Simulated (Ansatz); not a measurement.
# B2O (built on the sites of a database entry of Al2O): from the cell to its phonons, part 2 of 2

Wanted: phonon frequencies of B2O (built on the sites of a database entry of Al2O) and what follows from them.

Ansatz 0.2.0; DFT PBEsol, scalar-relativistic, plane waves, PAW.

So far. Step 4 (Relaxing to small forces for the phonons): The forces vanish by symmetry and the pressure is 0.006 GPa, within the tolerances set. The cell now holds 9.39 Å³/atom. Step 5 (Linear response at the zone centre): Before it was imposed, the acoustic sum rule was missed by 2.0e-5 eV/Å². Small misses are needed for a sound result but don't prove that mesh and cutoff are converged. The relaxed cell has a = 4.830 Å (conventional setting).

The structure was built from a prototype and need not be the compound's stable phase.

## (6) Phonons on a q mesh

Stability and thermal properties need the whole zone. Linear response on a 4×4×4 q mesh gives force constants as far as a supercell of that size would.

File input.yaml:

```yaml
crystal:
  lattice:
    - [0.0, 2.4148993545, 2.4148993545]
    - [2.4148993545, 0.0, 2.4148993545]
    - [2.4148993545, 2.4148993545, 0.0]
  atoms:
    - { symbol: B, position: [0.25, 0.25, 0.25] }
    - { symbol: B, position: [0.75, 0.75, 0.75] }
    - { symbol: O, position: [0.0, 0.0, 0.0] }
kpoints:
  mp_grid: { grid: [16, 16, 16] }
hamiltonian:
  xc: pbesol
scf:
  occupations: { method: methfessel_paxton, width: 0.15 }
output:
  eigenvalues: true
phonons:
  method: dfpt
  qmesh: [4, 4, 4]
  temperatures: { t_max: 1000, t_step: 50 }
  qpath:
    path:
      - [[0.0, 0.0, 0.0], [0.5, 0.0, 0.5], [0.625, 0.25, 0.625]]
      - [[0.375, 0.375, 0.75], [0.0, 0.0, 0.0], [0.5, 0.5, 0.5], [0.5, 0.25, 0.75], [0.5, 0.0, 0.5]]
    npoints: 10
```

Launch:

```console
$ ansatz run input.yaml --threads 4 --pin off --max-ram 7168MiB --backend cpu --events-out ev --progress --plain --runs-dir out
```

Numbers of over 12 decimals in the logs are rounded to 6 here.

What it wrote:

```text
Warning: phonons: the dynamical matrix that this run interpolates holds no multipole term above the dipole-dipole one, and a site of this crystal is no centre of inversion, so its interpolated transverse optical and acoustic branches and sound speeds can stay off near Gamma, and the density of states and the thermodynamics with them. What a run solves at a wave vector of phonons.qpoints, Gamma apart, where the deck admits one, is free of this, and under fd what a larger phonons.supercell samples
[...]
Crystal: 3 atoms, lattice volume = 28.166 Å³
Basis set: ecut = 420 eV, 537 PW (Γ), exchange–correlation on 48×48×48 points (8 copies of the dense FFT grid, shifted against one another)
Bands: 10, of which v1, the nominal top of the filled ones, is band 6 counted from 1 (5 counted from 0)
Symmetry: 48 space group operations
k-points: 145 of 4096
[...]
SCF iter   1: F=—  HF=-856.868117 eV  |F-HF|=—  |Δ(HF+E_count)|=         —  Δρ=2.66e-2  dr2=2.05e-1  ethr=1.77e-3  ⟨swp⟩=4.7  Hψ=8279  notcnv=0
[...]
SCF iter   7: F=-856.834937 eV  HF=-856.834937 eV  |F-HF|=2.27e-13  |Δ(HF+E_count)|=  1.02e-11  S|Δr|=    0.00e0  Δρ=6.29e-8  dr2=8.08e-13  ethr=1.00e-12  ⟨swp⟩=5.1  Hψ=5769  notcnv=0
[...]
SCF 1 converged in 7 iterations: F = -856.834937 eV  dr2 = 8.08e-13
[...]
SCF iter   3: F=-856.834937 eV  HF=-856.834937 eV  |F-HF|=5.68e-13  |Δ(HF+E_count)|=  2.39e-12  S|Δr|=    0.00e0  Δρ=1.60e-7  dr2=1.79e-12  ethr=1.00e-12  ⟨swp⟩=1.0  Hψ=3480  notcnv=0
SCF 2 converged in 3 iterations: F = -856.834937 eV  dr2 = 1.79e-12
phonons: the bands overlap, so this run is a metal and interpolates without the dipole-dipole term. If the crystal is really an insulator or semiconductor, its LO-TO splitting is missing
NSCF: frozen V_eff on 145 k-points
[...]
DFPT response loops at q = (0, 0, 0) (fractional): preconditioner auto → Kerker (q_TF=auto, 2.367 Å⁻¹) (partly filled bands, converged f_vac=0.000); β = 1.00, the filter's whole step (`scf.mixing.beta` (0.50) is not read by the response loops under this deck's `scf.mixing.preconditioner`; to damp them name `kerker` or `kerker_dos`, under which they read `scf.mixing.beta`, and type it under 1.00, their step now; both keys bind the ground state too); Broyden in place of MSR1
[...]
SCF converged after 7 iterations
[...]
Free energy (F): -856.834937 eV
[...]
Internal energy: -856.837481 eV  (E = F + TS)
E sigma→0 (E₀):  -856.835573 eV
Entropy (-TS):   0.002544 eV (0.848 meV/atom)
Fermi energy:    7.700774 eV
[...]
--- Band table (eV; the first three rows and the last of 145) ---
[...]
--- Phonons (Γ-DFPT): 2 representative perturbations + reference (Σ response iterations 6) ---
  ASR residual: 3.225e-5 → 0.000e0 eV/Å²; symmetrization residual: 6.264e-7 eV/Å²
  ASR residual per site (eV/Å²): 1.35e-5 1.35e-5 3.22e-5
  Γ frequencies (cm⁻¹): -581.16 -581.16 -581.16 -442.86 -442.86 -442.86 0.00 0.00 0.00
--- Phonons (arbitrary-q DFPT): 8 irreducible q on the 4×4×4 mesh ---
  q = [0.0000, 0.0000, 0.0000] (star 1, of the zone-centre solve; hermiticity 1.10e-7, symmetrization 2.24e-14): -581.16 -581.16 -581.16 -442.86 -442.86 -442.86 -0.00 0.00 0.00
  q = [0.0000, 0.0000, 0.2500] (star 8, 2 solved perturbations on 2176 of 4096 k-point pairs; hermiticity 4.71e-8, symmetrization 3.41e-14): -676.14 -612.30 -612.30 -420.66 -409.35 -409.35 -271.55 -271.55 -217.01
[...]
q = [0.0000, 0.2500, 0.2500] (star 6, 4 solved perturbations in 3616 linear systems a pass and spin channel, the states on 1160 of 4096 k-point pairs; hermiticity 4.51e-8, symmetrization 1.49e-14): -712.32 -686.44 -686.44 -447.05 -382.06 -382.06 -337.21 -203.54 -203.54
[...]
sum rule: each row above includes the acoustic sum rule's correction from the zone centre's row sums; it moved no ω² by more than (0.74 cm⁻¹)²
  mesh force constants: q→R imaginary residual 1.04e-18; ASR residual 3.225e-5 → 0.000e0 eV/Å²; symmetrization residual 1.776e-14 eV/Å²
  interpolated dispersion: 62 rows × 9 modes
  density of states and harmonic sums: on the 24×24×24 q-mesh, interpolated from the force constants of a 4×4×4 supercell (no non-analytic term)
  largest difference from the sums on the solved wave vectors: F 0.00e0 eV, S 0.00e0 and C_V 0.00e0 eV/K
  zero-point energy: -0.000000 eV/cell   skipped modes (ω ≤ 0): 3717, of them read as no rigid motion or as one in doubt: 3714 (9.000e0 modes/cell left out, lowest -884.96 cm⁻¹)   left out of the sums: 1.00e0 of the cell's modes: C_V's classical limit lies that fraction below 3 k_B per atom; for a crystal, a wire or a layer, F and S can be off by more, and a phonons.interpolated_qmesh denser along its periods is the remedy for the sampling
```

It took 2.9 min on 4 threads of Arm Neoverse V2, shared host; peak memory 2.9 GiB; 11 min of CPU time.

This step gave:

```yaml
sum_rule_residual_before_enforcement: 3.22e-5 eV/Å²
lowest_frequency_on_the_path: -885.0 cm⁻¹
highest_frequency_on_the_path_or_at_a_solved_wavevector: 0 cm⁻¹
lowest_mode_on_the_q_mesh_acoustic_modes_at_gamma_apart: -885.0 cm⁻¹
```

Frequencies (cm⁻¹) solved at each irreducible wavevector; negative means imaginary. Frequencies by wavevector, by row:

| q in reciprocal lattice units | star | mode 1 | mode 2 | mode 3 | mode 4 | mode 5 | mode 6 | mode 7 | mode 8 | mode 9 |
| --- | --- | --- | --- | --- | --- | --- | --- | --- | --- | --- |
| 0 0 0 | 1 | -581.2 | -581.2 | -581.2 | -442.9 | -442.9 | -442.9 | 0 | 0 | 0 |
| 0 0 0.25 | 8 | -676.1 | -612.3 | -612.3 | -420.7 | -409.4 | -409.4 | -271.6 | -271.6 | -217 |
| 0 0 -0.5 | 4 | -885 | -695.9 | -695.9 | -549.1 | -490.5 | -490.5 | -347.2 | -347.2 | -314 |
| 0 0.25 0.25 | 6 | -712.3 | -686.4 | -686.4 | -447.1 | -382.1 | -382.1 | -337.2 | -203.5 | -203.5 |
| 0 0.25 -0.5 | 24 | -845.3 | -719.4 | -708.3 | -524.2 | -462.4 | -423.9 | -400.1 | -327.4 | -250.4 |
| 0 0.25 -0.25 | 12 | -754.8 | -707.9 | -592 | -515.3 | -438.2 | -437.5 | -418 | -357.8 | -258.4 |
| 0 -0.5 -0.5 | 3 | -799.9 | -799.9 | -791.1 | -531.5 | -373.2 | -343.2 | -343.2 | -266.5 | -266.5 |
| 0.25 -0.5 -0.25 | 6 | -835 | -835 | -692.5 | -580.3 | -490.4 | -469.4 | -382.3 | -382.3 | -184.4 |

Interpolated from a 4×4×4 q mesh. The phonon branches at the labelled points (cm⁻¹):

| point | branch 1 | branch 2 | branch 3 | branch 4 | branch 5 | branch 6 | branch 7 | branch 8 | branch 9 |
| --- | --- | --- | --- | --- | --- | --- | --- | --- | --- |
| Γ | -581 | -581 | -581 | -443 | -443 | -443 | 0 | 0 | 0 |
| halfway | -712 | -686 | -686 | -447 | -382 | -382 | -337 | -204 | -204 |
| X | -800 | -800 | -791 | -532 | -373 | -343 | -343 | -266 | -266 |
| halfway | -802 | -793 | -787 | -544 | -420 | -376 | -367 | -290 | -228 |
| U | -808 | -786 | -740 | -564 | -470 | -416 | -413 | -342 | -214 |
| jump to K | -808 | -786 | -740 | -564 | -470 | -416 | -413 | -342 | -214 |
| halfway | -696 | -659 | -586 | -455 | -428 | -394 | -357 | -290 | -214 |
| Γ | -581 | -581 | -581 | -443 | -443 | -443 | 0 | 0 | 0 |
| halfway | -676 | -612 | -612 | -421 | -409 | -409 | -272 | -272 | -217 |
| L | -885 | -696 | -696 | -549 | -490 | -490 | -347 | -347 | -314 |
| halfway | -853 | -722 | -665 | -549 | -493 | -469 | -392 | -375 | -254 |
| W | -835 | -835 | -692 | -580 | -490 | -469 | -382 | -382 | -184 |
| halfway | -816 | -814 | -750 | -555 | -447 | -409 | -376 | -314 | -204 |
| X | -800 | -800 | -791 | -532 | -373 | -343 | -343 | -266 | -266 |

The phonon branches as a text plot (rows in cm⁻¹):

```
    -18 |**                          ****
    -55 |  *                        **  **
    -92 | *                       ** *    *
   -129 |   *                       *    *
   -166 |  * **                  ****     **
   -203 |      *        ***     *           *           *******
   -240 |   *   ****  **   **  * ***       *          **       *
   -277 |           ****     ** *           ***     **         **
   -313 |    **         **     * *           *******         **
   -350 |      * *******  *     *              *******      * ***
   -387 |   ***** *******  **** ****                *************
   -424 | **    **     * *** *********  *******              **
   -461 |*******  **    ******* *     **      **     *********
   -498 |           *      *   *               *************
   -535 |            ***    ***                 *******       ***
   -572 |**             ****   ***********             *******
   -608 |  **                **   ***    ****
   -645 |    **             *   ****       * **
   -682 |      *           *   **           *  *************
   -719 |      **            ***             *       **     **
   -756 |       **      *** ***                        *      *
   -793 |        ************                 *         *     ***
   -830 |                                      *       *******
   -867 |                                       *******
         Γ           X  U|K            Γ         L        W     X
```

The phonon density of states has structure finer than the step of the table below, so its rows give means over 25 cm⁻¹, whole bins alone (the curve runs from -885 to 5 cm⁻¹). Peaks (cm⁻¹: height): -825.0: 0.015, -695.0: 0.0162, -545.0: 0.0133, -485.0: 0.0250, -435.0: 0.0292, -395.0: 0.0402, -245.0: 0.0186.

Tetrahedra on a 24×24×24 mesh, mean over bins of 10 cm-1. Interpolated from a 4×4×4 q mesh. Table of phonon density of states by wavenumber; means over each step:

| wavenumber (cm⁻¹) | phonon density of states (1/cm⁻¹/cell) |
| --- | --- |
| -850 | 0.00662 |
| -825 | 0.0137 |
| -800 | 0.0111 |
| -775 | 0.00944 |
| -750 | 0.00914 |
| -725 | 0.0101 |
| -700 | 0.0139 |
| -675 | 0.0156 |
| -650 | 0.0118 |
| -625 | 0.00925 |
| -600 | 0.00705 |
| -575 | 0.00439 |
| -550 | 0.0105 |
| -525 | 0.00748 |
| -500 | 0.00915 |
| -475 | 0.0218 |
| -450 | 0.0249 |
| -425 | 0.0242 |
| -400 | 0.0312 |
| -375 | 0.0235 |
| -350 | 0.0150 |
| -325 | 0.00884 |
| -300 | 0.00851 |
| -275 | 0.0115 |
| -250 | 0.0165 |
| -225 | 0.0114 |
| -200 | 0.00581 |
| -175 | 0.00218 |
| -150 | 0.00143 |
| -125 | 0.00105 |
| -100 | 7.5e-4 |
| -75 | 5.0e-4 |
| -50 | 2.7e-4 |
| -25 | 8.2e-5 |

The partial phonon density of states has structure finer than the step of the table below, so its rows give means over 50 cm⁻¹, whole bins alone (the curve runs from -892 to 10 cm⁻¹). Peaks (cm⁻¹: height): B -546.0: 0.0116, -438.2: 0.0266, -398.5: 0.0337, -251.0: 0.0162; O -829.7: 0.0136, -687.9: 0.0153.

Phonopy on the run's constants, 21x21x21 mesh, Gaussian sigma 6.4 cm-1. Interpolated from a 4×4×4 q mesh. Partial phonon density of states against wavenumber; means over each step; values in 1/cm⁻¹/cell:

| wavenumber (cm⁻¹) | B | O |
| --- | --- | --- |
| -850 | 3.6e-4 | 0.00694 |
| -800 | 6.6e-4 | 0.0106 |
| -750 | 8.7e-4 | 0.00841 |
| -700 | 0.00152 | 0.0120 |
| -650 | 0.00220 | 0.00990 |
| -600 | 0.00231 | 0.00434 |
| -550 | 0.00841 | 3.7e-4 |
| -500 | 0.0112 | 4.1e-4 |
| -450 | 0.0233 | 0.00102 |
| -400 | 0.0265 | 0.00130 |
| -350 | 0.0141 | 0.00106 |
| -300 | 0.00813 | 7.6e-4 |
| -250 | 0.0134 | 0.00103 |
| -200 | 0.00538 | 7.6e-4 |
| -150 | 9.5e-4 | 4.7e-4 |
| -100 | 4.7e-4 | 2.8e-4 |
| -50 | 1.8e-4 | 1.3e-4 |

Symmetry leaves 8 wavevectors to solve. The lowest mode among them, the acoustic zeros apart, lies at q = (0, 0, -0.5) and is imaginary, 885.0i cm⁻¹, so the energy falls along it.

## (7) What came out

| Item | Value |
| --- | --- |
| space group after relaxation (within 0.01 Å) | Fm-3m |
| volume per atom | 9.39 Å³ |
| electronic character | no gap on this mesh |
| highest optical mode at the zone centre (no LO-TO term) | -443 cm⁻¹ |
| lowest optical zone-centre mode | -581 cm⁻¹ |
| lowest mode on the q mesh (acoustic modes at Γ apart) | -885 cm⁻¹ |
| highest frequency on the path or at a solved wavevector | 0.0 cm⁻¹ |
| imaginary modes on the 4×4×4 q mesh | yes |

What this shows: Modes are clearly imaginary (beyond 10i cm⁻¹) at 8 of the 8 irreducible wavevectors, most at q = (0, 0, -0.5) (885.0i cm⁻¹), so this structure is not a minimum of the energy. The optical modes at Γ span -581 to -443 cm⁻¹ (negative means imaginary). With no gap, or one that is small against the smearing, the frequencies hang on the k mesh and the smearing, most of all near Kohn anomalies. The starting cell was built on a prototype and not taken from a measurement, so the phase need not exist. These are harmonic frequencies at zero temperature: anharmonic shifts, linewidths and thermal expansion are left out.

[Logs are printed without paths, hosts, clocks, repeated set-up lines and the standing remarks that a program may print on its own settings, such as how far it seeks lower states.]

[Hosts, paths, dates, database ids (printed as entryN), source tags and the programs' standing remarks are cut or masked in the printed files.]
